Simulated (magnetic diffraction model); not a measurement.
# Magnetic neutron pattern of CoBiS3

Space group R-3m (no. 166), a = 6.5660 Å, c = 8.1430 Å.

| site | atom | x | y | z |
| --- | --- | --- | --- | --- |
| 3a | Bi | 0 | 0 | 0 |
| 3b | Co | 1/3 | 2/3 | 1/6 |
| 9e | S | 1/6 | 1/3 | 1/3 |

The compound is invented for this exercise: a known structure type with other elements, its cell scaled to their sizes and not relaxed.

Only Co is taken to order (form factors of Co3+); orders and moment sizes are assumed, and not adapted to the symmetry. Radiation: neutrons of λ = 2.52 Å, 1.5° to 90°; isotropic B of 0.26 Å² (Bi), 0.27 Å² (Co) and 0.3 Å² (S). Simulated constant-wavelength pattern: nuclear and magnetic terms add, the magnetic one as |2.695 fm × Σ f S⊥ exp(2πi Q·r) exp(−B s²)|², summed over all Q at one angle with the factor 1/(sin²θ cos θ). For a modulated order the moment at position r is S exp(−2πi k·r) + c.c., with S = m/2 for a sine wave of amplitude m and S = m(u + iv)/2 for moments turning in a plane, u and v being orthogonal unit vectors in it; the phase factor of the sum at Q = H + k is then exp(2πi H·r). Free-ion form factors, Sears's scattering lengths of 1992, no absorption; a label names one of the reflections at its angle. The strongest nuclear line in the range is 100, and lines under 0.2 are left out.

Assume the order k = (0 1/4 0), moments turning in the plane of [010] and [001], 3.45 μB on Co.

Q: Where does magnetic intensity appear, and how strong is it?

```
2θ (°)       index  nuclear  magnetic
  6.35   (0 1/4 0)      0.0     192.1
 26.25  (0 3/4 -1)      0.0       9.4
 29.27  (1 -1/4 1)      0.0      18.9
 31.36     (1 0 1)      9.5       0.0
 34.59   (1 1/4 1)      0.0      12.6
 37.00  (0 5/4 -1)      0.0       4.6
 39.38   (1 3/4 0)      0.0       9.5
 41.13   (0 3/4 2)      0.0       3.2
 43.23  (1 -3/4 2)      0.0       6.5
 44.74     (0 1 2)     32.5       0.0
 45.14     (1 1 0)     32.0       0.0
 45.63  (2 -3/4 0)      0.0       8.2
 47.19  (1 1/4 -2)      0.0       5.3
 49.08   (0 5/4 2)      0.0       2.2
 49.35   (0 7/4 1)      0.0       2.4
 51.27   (1 5/4 0)      0.0       4.8
 52.97  (2 -7/4 1)      0.0       5.2
 55.32     (0 0 3)     24.0       0.0
 55.74   (0 1/4 3)      0.0       2.9
 55.99     (0 2 1)     70.6       0.0
 59.49  (0 7/4 -2)      0.0       1.4
 59.73  (2 1/4 -1)      0.0       3.7
 62.70  (2 -1/4 2)      0.0       3.1
 62.94   (0 9/4 1)      0.0       1.3
 65.44     (2 0 2)    100.0       0.0
 67.58  (1 7/4 -1)      0.0       2.3
 68.87   (2 1/4 2)      0.0       2.4
 69.10   (2 3/4 1)      0.0       2.4
 70.00   (1 3/4 3)      0.0       3.7
 71.86  (0 9/4 -2)      0.0       0.9
 73.55  (3 -5/4 1)      0.0       2.4
 74.07     (1 1 3)      4.5       0.0
 74.44  (2 -3/4 3)      0.0       3.5
 74.65     (2 1 1)      4.5       0.0
 75.09  (0 11/4 0)      0.0       0.8
 76.25   (1 7/4 2)      0.0       1.6
 76.47  (3 -3/4 1)      0.0       2.1
 77.69  (2 3/4 -2)      0.0       1.7
 78.78   (1 5/4 3)      0.0       2.7
 79.41  (3 -1/4 0)      0.0       1.9
 79.71  (0 3/4 -4)      0.0       0.6
 80.77   (2 5/4 1)      0.0       1.6
 81.14  (1 -1/4 4)      0.0       1.2
 81.98  (3 -7/4 2)      0.0       1.7
 82.19  (1 9/4 -1)      0.0       1.3
 82.20     (1 0 4)     13.1       0.0
 83.05     (1 2 2)     25.9       0.0
 83.33     (3 0 0)     12.9       0.0
```
(The table stops after 48 lines; 5 more lie at higher angle.)

The strongest magnetic line in the range is (0 1/4 0) at 6.35° (192.1). On top of the Lorentz factor, which all lines share, magnetic lines fade with angle because f falls: for Co3+ it is 0.93, 0.74, 0.53 and 0.20 at sin θ/λ = 0.1, 0.2, 0.3 and 0.5 Å⁻¹, while nuclear lengths stay constant. The order has no net moment.

[Logs are printed without paths, hosts, clocks, repeated set-up lines and the standing remarks that a program may print on its own settings, such as how far it seeks lower states.]
